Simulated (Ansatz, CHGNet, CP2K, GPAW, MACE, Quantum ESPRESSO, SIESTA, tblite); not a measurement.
## Running Σ5 (001) twist boundary in Ge (77 atoms) with GPAW

Aim: run Σ5 (001) twist boundary in Ge (77 atoms) in GPAW and see how near its forces come to a plane-wave reference, and at what cost.

Calculated with GPAW 26.7.0; the method is named at each step.

### 1. The starting structure

The cell holds 77 atoms: 77 Ge. Cell: a = 8.946 Å, b = 8.946 Å, c = 22.565 Å, α = 90.0°, β = 90.0°, γ = 90.0°. It derives from Ge (diamond-structure). Diamond-structure Ge (a = 5.658 Å); two grains turned against each other by 36.87 deg about [001]; 1 x 1 coincidence cells, 2 lattice periods a grain, two boundaries a cell, upper grain shifted by [0.031, 0.71] of the boundary cell and opened by 0.2 Å, one atom of each pair nearer than 2.009 Å removed; minimised with a classical potential (one cell length free). Then every atom was moved at random, 0.02 Å r.m.s. a Cartesian component. Regions: lower grain, 40 atoms (40 Ge); upper grain, 37 atoms (37 Ge). The structure's axis is c.

The yardstick, on the same geometry:

```
method                 : Kohn-Sham DFT, PBE, PAW, plane waves (Ansatz 0.2.0); cutoff 420 eV, Γ point, fermi-dirac smearing of 0.05 eV; PAW set soft_2
r.m.s. force component : 0.4075 eV/Å
longest force          : 1.737 eV/Å
pressure               : 5.506 GPa
SCF cycles             : 11
time                   : 23 s on 8 threads of Arm Neoverse V2, shared host
CPU time               : 2.9 min
```

### 2. PBE, LCAO dzp, h 0.2 Å

Method: Kohn-Sham DFT, PBE, PAW, atomic orbitals (dzp).

File run.py:

```python
import numpy as np
from ase.io import read
from gpaw import GPAW, FermiDirac

atoms = read("structure.xyz")
atoms.calc = GPAW(
    mode="lcao",
    basis="dzp",
    h=0.2,
    xc="PBE",
    kpts={"size": (1, 1, 1), "gamma": True},
    occupations=FermiDirac(0.05),
    maxiter=200,
    symmetry={"point_group": False},
    txt="gpaw.txt",
)
energy = atoms.get_potential_energy(force_consistent=True)
forces = atoms.get_forces()
print(f"energy {energy:.6f} eV")
print("forces (eV/A)")
for i, (a, f) in enumerate(zip(atoms, forces)):
    print(f"{i:4d} {a.symbol:2s} {f[0]:10.5f} {f[1]:10.5f} {f[2]:10.5f}")
print(f"Fermi level {atoms.calc.get_fermi_level():.4f} eV")
for k in range(len(atoms.calc.get_ibz_k_points())):
    for s in range(atoms.calc.get_number_of_spins()):
        e = atoms.calc.get_eigenvalues(kpt=k, spin=s)
        n = np.searchsorted(e, atoms.calc.get_fermi_level())
        print(f"k {k} spin {s} levels about the Fermi level:", np.round(e[max(n - 6, 0):n], 4).tolist(), "|", np.round(e[n:n + 6], 4).tolist())
```

File structure.xyz:

```xyz
77
Lattice="8.94608 0.00000 0.00000 0.00000 8.94608 0.00000 0.00000 0.00000 22.56460" Properties=species:S:1:pos:R:3 pbc="T T T"
Ge 8.91110 8.80357 0.27754
Ge 1.70602 0.81481 1.67497
Ge 3.40094 1.74386 0.31590
Ge 5.27890 2.59231 1.59103
Ge 7.26806 3.19295 0.24979
Ge 8.86064 4.42473 1.58629
Ge 6.17467 0.87582 3.02727
Ge 7.92605 1.77141 4.43575
Ge 1.75692 5.33839 0.22519
Ge 3.54918 6.28355 1.53755
Ge 5.32417 7.38096 0.10786
Ge 7.05175 8.06981 1.69144
Ge 0.76713 2.64231 2.99951
Ge 2.57602 3.55562 4.33443
Ge 4.39995 4.44262 2.96995
Ge 6.15392 5.34743 4.36399
Ge 7.93034 6.20697 3.00470
Ge 0.78403 7.12940 4.37482
Ge 8.81663 8.91253 5.75668
Ge 1.66719 0.86974 7.18231
Ge 3.45104 1.72096 5.77541
Ge 5.21038 2.62219 7.09070
Ge 6.98939 3.50203 5.76661
Ge 8.78738 4.45005 7.12364
Ge 6.05873 0.90731 8.55559
Ge 7.83703 1.80120 9.97197
Ge 2.57549 7.96792 2.99365
Ge 4.39056 8.90564 4.37573
Ge 1.68151 5.32739 5.74675
Ge 3.44594 6.27970 7.11101
Ge 5.25403 7.14273 5.76458
Ge 7.00084 7.99842 7.20420
Ge 0.71372 2.64849 8.49963
Ge 2.47332 3.73991 9.85306
Ge 4.30423 4.45533 8.37982
Ge 6.05023 5.16019 9.91962
Ge 7.82997 6.19919 8.54905
Ge 0.69135 7.08369 9.94806
Ge 2.56162 8.01095 8.53574
Ge 4.16816 0.06888 10.00650
Ge 5.78373 8.12644 11.57429
Ge 6.70419 1.00903 12.90537
Ge 8.47024 4.58290 12.97307
Ge 8.48670 0.13580 14.31092
Ge 0.40740 1.91545 15.68736
Ge 1.42851 8.22995 12.87017
Ge 2.41687 1.06235 11.49328
Ge 3.23123 2.78357 12.91575
Ge 4.17701 4.58728 11.55375
Ge 4.94155 6.41255 12.95298
Ge 3.13328 7.29275 14.29896
Ge 3.95891 0.13491 15.67901
Ge 4.91256 1.91714 14.30866
Ge 5.77461 3.72255 15.69661
Ge 6.68558 5.50739 14.28204
Ge 7.60891 7.25849 15.70767
[... 17 atom lines left out ...]
Ge 5.69633 3.80575 21.09790
Ge 6.65731 5.56339 19.72281
Ge 7.47347 7.32201 21.26443
Ge 1.16487 3.53764 19.91755
```

Started as:

```bash
> OMP_NUM_THREADS=1 python run.py > output.txt
```

What it wrote:

```text
energy -316.716538 eV
forces (eV/A)
   0 Ge    0.73967   -0.47224    0.10185
   1 Ge   -0.26803   -0.06934    0.36971
   2 Ge   -0.47278    1.07157   -0.76506
   3 Ge    0.21384   -0.22292    0.08071
   4 Ge   -0.25600   -0.11886   -0.15530
   5 Ge    0.26676    0.60480   -0.09750
   6 Ge   -0.15490    0.16791    0.63778
   7 Ge    0.19650   -0.07263   -0.53579
   8 Ge   -0.48471   -0.51583   -1.86179
   9 Ge    0.37779   -0.26158   -0.20672
  10 Ge    0.24802   -0.04570    0.07507
  11 Ge   -0.16447    0.15327    0.14489
  12 Ge   -0.11331   -0.25283    0.10597
  13 Ge    0.20801   -0.38620    0.19754
  14 Ge   -0.06512   -0.02211   -0.48237
  15 Ge   -0.16765   -0.11473    0.49463
  16 Ge    0.29951    0.16330   -0.28144
  17 Ge   -0.18654   -0.33795   -0.00846
  18 Ge   -0.00940   -0.15996    0.63332
  19 Ge    0.04050   -0.16871   -0.37195
  20 Ge   -0.37752    0.12158   -0.78452
  21 Ge    0.00774    0.26895    0.09103
  22 Ge    0.18270    0.75357   -0.01169
  23 Ge    0.03843    0.05563   -0.07073
[...]
69 Ge   -0.88665    0.78317   -0.02897
  70 Ge   -0.08256   -0.55360    1.20138
  71 Ge   -0.26200   -0.01638   -0.35137
  72 Ge    0.10854    0.09635    0.21004
  73 Ge   -0.38959    0.81513    0.05760
  74 Ge    0.60655   -0.24886    0.95892
  75 Ge    0.09122   -1.13216   -0.15745
  76 Ge    0.43794    0.78352    1.40854
Fermi level 5.5483 eV
k 0 spin 0 levels about the Fermi level: [5.0544, 5.1404, 5.3249, 5.4212, 5.4575, 5.5283] | [5.5604, 5.6441, 5.6898, 5.8644, 6.0576, 6.0768]
```

gpaw.txt:

```text
Input parameters:
  mode=LCAO(),
  basis={'default': 'dzp'},
  h=0.2,
  kpts=MonkhorstPack(size=(1, 1, 1), gamma=True),
  maxiter=200,
  occupations=Occupations(name='fermi-dirac', width=0.05, fixmagmom=False),
  symmetry=Symmetry(point_group=False),
  xc=XC(name='PBE')
Unit cell  # Å
| periodic |        x |        y |         z |   lengths |    angles |
|----------|----------|----------|-----------|-----------|-----------|
|      yes | 8.946080 | 0.000000 |  0.000000 |  8.946080 | 90.000000 |
|      yes | 0.000000 | 8.946080 |  0.000000 |  8.946080 | 90.000000 |
|      yes | 0.000000 | 0.000000 | 22.564600 | 22.564600 | 90.000000 |
Number of symmetries: 1
Symmetry operations  # r_c * U_cc + t_c -> r_c
|   | kind |            matrix            |
|---|------|------------------------------|
| 0 |  E   |  1, 0, 0,  0, 1, 0,  0, 0, 1 |
BZ-sampling:
  Number of BZ points: 1
  Number of IBZ points: 1
  Monkhorst-Pack size: [1, 1, 1]
  Monkhorst-Pack shift: [0, 0, 0]
[... lines left out ...]
  Fermi-Dirac:
[... lines left out ...]
    Stencil: 6*3+1=19 point O(h^6) finite-difference Laplacian
xc functional:
  name: PBE with 2 nearest neighbor stencil
interpolation: tri-quintic # 5. degree polynomial
Initialization done in: 8.081 s
convergence criteria:
- Maximum [total energy] change in last 3 cyles: 0.0005 eV / valence electron
- Maximum integral of absolute [dens]ity change: 0.0001 electrons / valence electron
- Maximum integral of absolute [eigenst]ate change: 4e-08 eV^2 / valence electron
maximum number of iterations: 200
SCF iterations
|iter     |      energy | eigst |  dens |
|---------|-------------|-------|-------|
|iter:   1| -317.108470 |      c|       |
|iter:   2| -316.979163 |      c| -1.05 |
|iter:   3| -606.173307 |      c| -1.08 |
|iter:   4| -320.998319 |      c| -0.40 |
[...]
|iter:   9| -316.698437 |      c| -1.88 |
|iter:  10| -316.611772 |      c| -2.01 |
|iter:  11| -316.598986c|      c| -2.26 |
|iter:  12| -316.591718c|      c| -2.46 |
|iter:  13| -316.595920c|      c| -2.62 |
[...]
|iter:  18| -316.581583c|      c| -3.81 |
|iter:  19| -316.581337c|      c| -3.76 |
|iter:  20| -316.581388c|      c| -4.11c|
Converged in 20 steps
SCF loop duration: 213.517 s (10.676 s/step)
Energy contributions relative to reference atoms: (reference = -4396518.114643)
Energy contributions:
  Kinetic:        1380.727661
  Coulomb:       -1238.804060
  Zero:              0.714502
  External:          0.000000
  Xc:             -459.084341
  Entropy:          -0.270301
  Spinorbit:         0.000000
  ----------------------------
  Free energy:    -316.716538
  Extrapolated:   -316.581388
dipole moment: (125.514740, -34.227718, -250.109217)  # |e|*Ang
Fermi level: 5.548
Eigenvalues  # (at kpt = [0.000, 0.000, 0.000])
| band index |      eig [eV] | occ [0-2] |
|------------|---------------|-----------|
|          0 |        -7.243 |     2.000 |
|        ... |               |           |
|        146 |         4.801 |     2.000 |
|        147 |         4.919 |     2.000 |
[...]
|        161 |         6.243 |     0.000 |
|        ... |               |           |
|        188 |         8.046 |     0.000 |
Gap: 0.032 eV
Transition (v -> c):
  (s=0, k=0, n=153, [0.00, 0.00, 0.00]) -> (s=0, k=0, n=154, [0.00, 0.00, 0.00])
No difference between direct/indirect transitions
Force computation time: 21.929  # s
timing:  # [seconds]
  Total:  243.550  # ━━━━━━━━━━━━━━━━━━━━━━━━━━━━━━━━━━━━━━━━━━━━━━━━━━━━━━━━
  Init:     8.081  # ━━
  SCF:    213.517  # ━━━━━━━━━━━━━━━━━━━━━━━━━━━━━━━━━━━━━━━━━━━━━━━━━
  Forces:  21.929  # ━━━━━
```

Wall time 4.1 min (1 thread of Arm Neoverse V2, shared host); peak memory 1.6 GiB.

Banners, paths, timers and routine set-up lines are dropped from the logs unmarked, and long logs keep their key lines alone; longer cuts are marked.

Compared with the plane-wave run:

```yaml
r_m_s_force_component: 0.4572 eV/Å
r_m_s_difference_of_force_components: 59.08 meV/Å
longest_difference_of_force_vectors: 275.5 meV/Å
force_difference_over_r_m_s_force: 14.5 %
slope_of_forces_against_the_reference_s: 1.119
correlation_of_force_components: 0.9973
```

A closer look about Ge9, which bears the longest force: 9 atoms, nearest first, numbered in the order of the input, with positions taken from that point.

| atom | x | y | z | distance (Å) | bonds | Fx | Fy | Fz (eV/Å) |
| --- | --- | --- | --- | --- | --- | --- | --- | --- |
| Ge9 | 0.00 | 0.00 | 0.00 | 0.00 | 2 | -0.48 | -0.52 | -1.86 |
| Ge10 | 1.79 | 0.95 | 1.31 | 2.41 | 4 | 0.38 | -0.26 | -0.21 |
| Ge6 | -1.84 | -0.91 | 1.36 | 2.47 | 4 | 0.27 | 0.60 | -0.10 |
| Ge77 | -0.59 | -1.80 | -2.87 | 3.44 | 3 | 0.44 | 0.78 | 1.41 |
| Ge71 | 1.36 | 2.01 | -2.98 | 3.84 | 3 | -0.08 | -0.55 | 1.20 |
| Ge1 | -1.79 | 3.47 | 0.05 | 3.90 | 4 | 0.74 | -0.47 | 0.10 |
| Ge27 | 0.82 | 2.63 | 2.77 | 3.90 | 4 | 0.62 | 0.26 | 0.35 |
| Ge15 | 2.64 | -0.90 | 2.74 | 3.91 | 4 | -0.07 | -0.02 | -0.48 |
| Ge3 | 1.64 | -3.59 | 0.09 | 3.95 | 3 | -0.47 | 1.07 | -0.77 |

Atoms are counted from 1 here, from 0 in the log.

Forces lie 14 % from the reference's, at 1.4 times its CPU time (on 1 against 8 cores).

### 3. RPBE, LCAO dzp, h 0.2 Å

Method: Kohn-Sham DFT, RPBE, PAW, atomic orbitals (dzp).

run.py: that of step 2 with these lines changed.

```diff
@@ -9,3 +9,3 @@
     h=0.2,
-    xc="PBE",
+    xc="RPBE",
     kpts={"size": (1, 1, 1), "gamma": True},
```

structure.xyz is that of step 2.

What it wrote:

```text
energy -289.130172 eV
forces (eV/A)
   0 Ge    0.76363   -0.51431    0.08229
   1 Ge   -0.26224   -0.07506    0.37866
   2 Ge   -0.50784    1.16101   -0.81746
   3 Ge    0.21599   -0.22621    0.07808
   4 Ge   -0.25111   -0.12317   -0.16527
   5 Ge    0.26907    0.63158   -0.10400
   6 Ge   -0.15721    0.17739    0.64683
   7 Ge    0.20126   -0.07557   -0.54255
   8 Ge   -0.48775   -0.54375   -1.96083
   9 Ge    0.39860   -0.27872   -0.21851
  10 Ge    0.23867   -0.06511    0.05481
  11 Ge   -0.16660    0.16406    0.14750
  12 Ge   -0.11933   -0.25807    0.10079
  13 Ge    0.21513   -0.39022    0.20274
  14 Ge   -0.06862   -0.02155   -0.49909
  15 Ge   -0.16865   -0.12046    0.50457
  16 Ge    0.30753    0.15891   -0.29381
  17 Ge   -0.18765   -0.34000   -0.00711
  18 Ge   -0.01106   -0.16650    0.64591
  19 Ge    0.03418   -0.16940   -0.37175
  20 Ge   -0.38708    0.11990   -0.79862
  21 Ge    0.00808    0.27166    0.10288
  22 Ge    0.17856    0.76648   -0.01222
  23 Ge    0.04245    0.05849   -0.05879
[...]
69 Ge   -0.89998    0.80210   -0.03138
  70 Ge   -0.10959   -0.60663    1.27336
  71 Ge   -0.27387   -0.03136   -0.35527
  72 Ge    0.10748    0.09079    0.22342
  73 Ge   -0.43942    0.84887    0.08364
  74 Ge    0.62590   -0.25717    0.97613
  75 Ge    0.11280   -1.16188   -0.13891
  76 Ge    0.47136    0.82595    1.48661
Fermi level 5.6894 eV
k 0 spin 0 levels about the Fermi level: [5.179, 5.2623, 5.4676, 5.5774, 5.5938, 5.6674] | [5.7001, 5.7867, 5.8311, 6.0047, 6.2037, 6.2222]
```

gpaw.txt:

```text
Input parameters:
  mode=LCAO(),
  basis={'default': 'dzp'},
  h=0.2,
  kpts=MonkhorstPack(size=(1, 1, 1), gamma=True),
  maxiter=200,
  occupations=Occupations(name='fermi-dirac', width=0.05, fixmagmom=False),
  symmetry=Symmetry(point_group=False),
  xc=XC(name='RPBE')
Unit cell  # Å
| periodic |        x |        y |         z |   lengths |    angles |
[... lines left out ...]
  Fermi-Dirac:
[... lines left out ...]
convergence criteria:
- Maximum [total energy] change in last 3 cyles: 0.0005 eV / valence electron
[... lines left out ...]
Converged in 20 steps
[... lines left out ...]
  Free energy:    -289.130172
  Extrapolated:   -288.993740
dipole moment: (125.231665, -34.135224, -249.668714)  # |e|*Ang
Fermi level: 5.689
Eigenvalues  # (at kpt = [0.000, 0.000, 0.000])
| band index |      eig [eV] | occ [0-2] |
|------------|---------------|-----------|
|          0 |        -7.102 |     2.000 |
|        ... |               |           |
|        146 |         4.924 |     2.000 |
|        147 |         5.044 |     2.000 |
[...]
|        161 |         6.392 |     0.000 |
|        ... |               |           |
|        188 |         8.207 |     0.000 |
Gap: 0.033 eV
Transition (v -> c):
  (s=0, k=0, n=153, [0.00, 0.00, 0.00]) -> (s=0, k=0, n=154, [0.00, 0.00, 0.00])
No difference between direct/indirect transitions
Force computation time: 21.673  # s
timing:  # [seconds]
  Total:  242.628  # ━━━━━━━━━━━━━━━━━━━━━━━━━━━━━━━━━━━━━━━━━━━━━━━━━━━━━━━━
  Init:     8.292  # ━━
  SCF:    212.641  # ━━━━━━━━━━━━━━━━━━━━━━━━━━━━━━━━━━━━━━━━━━━━━━━━━
  Forces:  21.673  # ━━━━━
```

It took 4.1 min on 1 thread; peak memory 1.6 GiB.

Compared with the plane-wave run:

```yaml
r_m_s_force_component: 0.477 eV/Å
r_m_s_difference_of_force_components: 81.42 meV/Å
longest_difference_of_force_vectors: 396.6 meV/Å
force_difference_over_r_m_s_force: 19.98 %
slope_of_forces_against_the_reference_s: 1.165
correlation_of_force_components: 0.9954
```

Against the first run (14 %), the force difference from the reference is 20 %, at 1.00 times the CPU time; the model has changed, so this is no error of the program alone.

### 4. PBE, LCAO sz(dzp), h 0.2 Å

Method: Kohn-Sham DFT, PBE, PAW, atomic orbitals (sz(dzp)).

run.py: that of step 3 with these lines changed.

```diff
@@ -7,5 +7,5 @@
     mode="lcao",
-    basis="dzp",
+    basis="sz(dzp)",
     h=0.2,
-    xc="RPBE",
+    xc="PBE",
     kpts={"size": (1, 1, 1), "gamma": True},
```

structure.xyz is that of step 3.

What it wrote:

```text
energy -294.857511 eV
forces (eV/A)
   0 Ge    0.92916   -0.53761    0.29973
   1 Ge   -0.43801   -0.10603    0.52432
   2 Ge   -0.57463    1.33815   -0.93377
   3 Ge    0.29010   -0.17447    0.21102
   4 Ge   -0.24639   -0.17531   -0.03690
   5 Ge    0.11008    0.64892    0.05561
[...]
74 Ge    0.71850   -0.17522    1.01902
  75 Ge    0.15221   -1.50457   -0.30276
  76 Ge    0.62074    1.03966    1.83941
Fermi level 5.5250 eV
k 0 spin 0 levels about the Fermi level: [4.8969, 5.0258, 5.253, 5.3168, 5.4288, 5.5121] | [5.5435, 5.6242, 5.6704, 5.8718, 6.0781, 6.1178]
```

gpaw.txt:

```text
Input parameters:
  mode=LCAO(),
  basis={'default': 'sz(dzp)'},
  h=0.2,
  kpts=MonkhorstPack(size=(1, 1, 1), gamma=True),
  maxiter=200,
  occupations=Occupations(name='fermi-dirac', width=0.05, fixmagmom=False),
[... lines left out ...]
  Fermi-Dirac:
[... lines left out ...]
convergence criteria:
- Maximum [total energy] change in last 3 cyles: 0.0005 eV / valence electron
[... lines left out ...]
Converged in 18 steps
[... lines left out ...]
  Free energy:    -294.857511
[... lines left out ...]
Fermi level: 5.525
[... lines left out ...]
|        ... |               |           |
|        188 |         8.262 |     0.000 |
Gap: 0.031 eV
Transition (v -> c):
  (s=0, k=0, n=153, [0.00, 0.00, 0.00]) -> (s=0, k=0, n=154, [0.00, 0.00, 0.00])
No difference between direct/indirect transitions
Force computation time: 4.695  # s
timing:  # [seconds]
  Total:  69.763  # ━━━━━━━━━━━━━━━━━━━━━━━━━━━━━━━━━━━━━━━━━━━━━━━━━━━━━━━━━
  Init:    6.780  # ━━━━━╸
  SCF:    58.265  # ━━━━━━━━━━━━━━━━━━━━━━━━━━━━━━━━━━━━━━━━━━━━━━━╸
  Forces:  4.695  # ━━━━
```

The job ended after 71 s (1 thread; peak memory 1.2 GiB).

Against the reference:

* r.m.s. force component: 0.5977 eV/Å
* r.m.s. difference of force components: 224.1 meV/Å
* longest difference of force vectors: 1139 meV/Å
* force difference over r.m.s. force: 54.98 %
* slope of forces against the reference's: 1.425
* correlation of force components: 0.9712

This is a coarse setting, run to see what it loses.

Against the first run (14 %), the force difference from the reference is 55 %, at 0.29 times the CPU time, with 308 basis functions against 1001: the smaller basis costs accuracy.

[end of part 1 of 2]

[Also dropped from logs without a mark: logging warnings of Python, and SIESTA's first energy breakdown and zero terms.]

[Logs are printed without paths, hosts, clocks, repeated set-up lines and the standing remarks that a program may print on its own settings, such as how far it seeks lower states.]

[Hosts, paths, dates, database ids (printed as entryN), source tags and the programs' standing remarks are cut or masked in the printed files.]
